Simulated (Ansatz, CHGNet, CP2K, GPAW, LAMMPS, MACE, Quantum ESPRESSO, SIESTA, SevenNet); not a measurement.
**Forces in Mg36Fe35Al29 (at. %) at 1400 K with crystalline order left by the classical run (69 atoms), program by program**

One geometry of Mg36Fe35Al29 (at. %) at 1400 K with crystalline order left by the classical run (69 atoms) is solved by several programs and methods. How far do their forces lie from a plane-wave PBE run?

Results are calculated, not measured.

### Step 1. The structure

The cell holds 69 atoms (25 Mg, 24 Fe and 20 Al), with edges of 11.33, 11.33 and 11.33 Å. Recipe: 69 atoms (25 Mg, 24 Fe, 20 Al) placed at random at 3.11 g/cm³, melted at 2000 K for 10 ps at fixed volume with the MEAM Al-Si-Mg-Cu-Fe potential (Jelinek et al., Phys. Rev. B 85, 245102 (2012)). Snapshot at the end of a hold of 10 ps at 1400 K and zero pressure. The density is 2.84 g/cm³.

### Step 2. The reference input

Quantum ESPRESSO 7.5: Kohn-Sham DFT, PBE, SSSP efficiency 1.3.0 pseudopotentials, plane waves. Its input, pw.in:

```
&control
  calculation = 'scf'
  pseudo_dir = './pseudo'
  outdir = './tmp'
  disk_io = 'none'
  tprnfor = .true.
  tstress = .true.
/
&system
  ibrav = 0
  nat = 69
  ntyp = 3
  ecutwfc = 60
  ecutrho = 480
  nosym = .true.
  occupations = 'smearing'
  smearing = 'fd'
  degauss = 0.003675
  nspin = 2
  starting_magnetization(2) = 0.5
/
&electrons
  conv_thr = 3.5e-07
  electron_maxstep = 100
  mixing_beta = 0.2
  mixing_mode = 'local-TF'
  diagonalization = 'david'
/
ATOMIC_SPECIES
Mg 24.305 Mg.upf
Fe1 55.845 Fe.upf
Al 26.982 Al.upf
CELL_PARAMETERS angstrom
11.32714 0.00000 0.00000
0.00000 11.32714 0.00000
0.00000 0.00000 11.32714
ATOMIC_POSITIONS crystal
Mg 0.66602 0.52845 0.80361
Mg 0.04311 0.38722 0.02779
Mg 0.81255 0.88522 0.59084
Mg 0.68091 0.21719 0.33189
[... 63 atom lines left out ...]
Al 0.94592 0.26901 0.27583
Al 0.12455 0.13795 0.88402
K_POINTS gamma
```

```console
$ OMP_NUM_THREADS=1 mpirun -np 4 pw.x -in pw.in > output.txt
```

Wall time 16 min (4 MPI ranks of Arm Neoverse V1, shared host); peak memory 5.2 GiB; 64 min of CPU time.

It converged with an r.m.s. force component of 0.64 eV/Å and a pressure of -3.8 GPa.

### Step 3. What was run beside it

- CHGNet: machine-learned potential, published weights.
- MACE: machine-learned potential, published weights.
- SIESTA 5.4.2: numerical atomic orbitals, whose automatically made sets are far from complete, with PseudoDojo norm-conserving potentials that we converted to its format (checked against plane waves on the same files for H, C, O, Si, Ge and Ca alone); labels give functional, basis size, energy shift and mesh cutoff.
- SevenNet: machine-learned potential, published weights.

All use the same cell and atoms, and the electronic-structure runs the same k-mesh.

### Step 4. All runs compared

Differences are against the reference: forces as r.m.s. over components, share as that over the reference's r.m.s. force, slope as the fitted ratio of a run's forces to the reference's.

```tsv
run	Δ force, r.m.s. (meV/Å)	share (%)	slope	Δ pressure (GPa)	cores	CPU time	memory (GiB)
reference	-	-	-	-	4	64 min	5.2
CHGNet 0.3.0 potential	207	32.3	1.024	-0.139	1	4.6 s	0.81
MACE MPA-0 medium potential	114	17.9	0.977	-0.402	1	8.8 s	0.87
SIESTA PBE, DZP, shift 0.01 Ry, mesh 500 Ry	147	22.9	1.106	0.697	4	50 min	3.4
SevenNet l3i5 potential	240	37.4	0.930	-1.81	1	11 s	1.0
```

Times of the machine-learned potentials are mostly Python's start and the loading of weights.

Runs without a result: CP2K GFN1-xTB, diagonalisation (not converged); GPAW PBE, LCAO dzp, h 0.2 Å (cut off at its time limit); GPAW revPBE, LCAO dzp, h 0.2 Å (cut off at its time limit); CP2K PBE, DZVP-MOLOPT-SR, 600/60 Ry, diagonalisation (cut off at its time limit); GPAW PBE, LCAO sz(dzp), h 0.2 Å (cut off at its time limit); SIESTA PBE, DZ, shift 0.01 Ry, mesh 500 Ry (cut off at its time limit); QE PBE, sssp-1.3.0-efficiency, 20/160 Ry (cut off at its time limit).

CPU time is summed over cores on shared hosts, so it is rough.

### Step 5. What came out

Forces lie from 18 % (MACE MPA-0 medium potential) to 37 % (SevenNet l3i5 potential) of the reference's r.m.s. force of 0.64 eV/Å away from it. The PBE run in local orbitals differs by 23 % (SIESTA PBE, DZP, shift 0.01 Ry, mesh 500 Ry); basis, grid and potentials can all enter. Machine-learned potentials differ by 18 % (MACE MPA-0 medium potential) to 37 % (SevenNet l3i5 potential); they were trained on other programs' data. SIESTA PBE, DZP, shift 0.01 Ry, mesh 500 Ry stiffens the forces by a factor of 1.11 while following their directions (correlation 0.984).

Pressures at PBE, coarse settings apart, lie +0.70 GPa from the reference's.

**Limits.** The potentials hold different valence shells: 494 electrons in the reference, 694 in SIESTA; this bears on time and differences. The reference's pressure holds the uncorrected Pulay stress of its 60 Ry basis, so small pressure differences may be the reference's own error. The frame stands for 1400 K, but pressures are static and levels are smeared at 580 K, under the temperature of the frame, which matters where levels are partly filled. Machine-learned potentials mimic data converged in k, so the reference's own k-point error enters their differences. The network of bonds at the start is that of the classical potential that made the cell, and needn't be the one that DFT or experiment would give. The electronic-structure runs sample only Γ, in a cell whose shortest periodic width is 11 Å, which is coarse for a cell with partly filled levels. Where levels are smeared, the DFT runs use Fermi–Dirac occupations at 580 K (0.05 eV), and energies are free energies. The reference's cutoffs and mesh weren't converged further here.

[Logs are printed without paths, hosts, clocks, repeated set-up lines and the standing remarks that a program may print on its own settings, such as how far it seeks lower states.]

[Hosts, paths, dates, database ids (printed as entryN), source tags and the programs' standing remarks are cut or masked in the printed files.]

[Cells were taken only where this reference lay near another plane-wave run.]
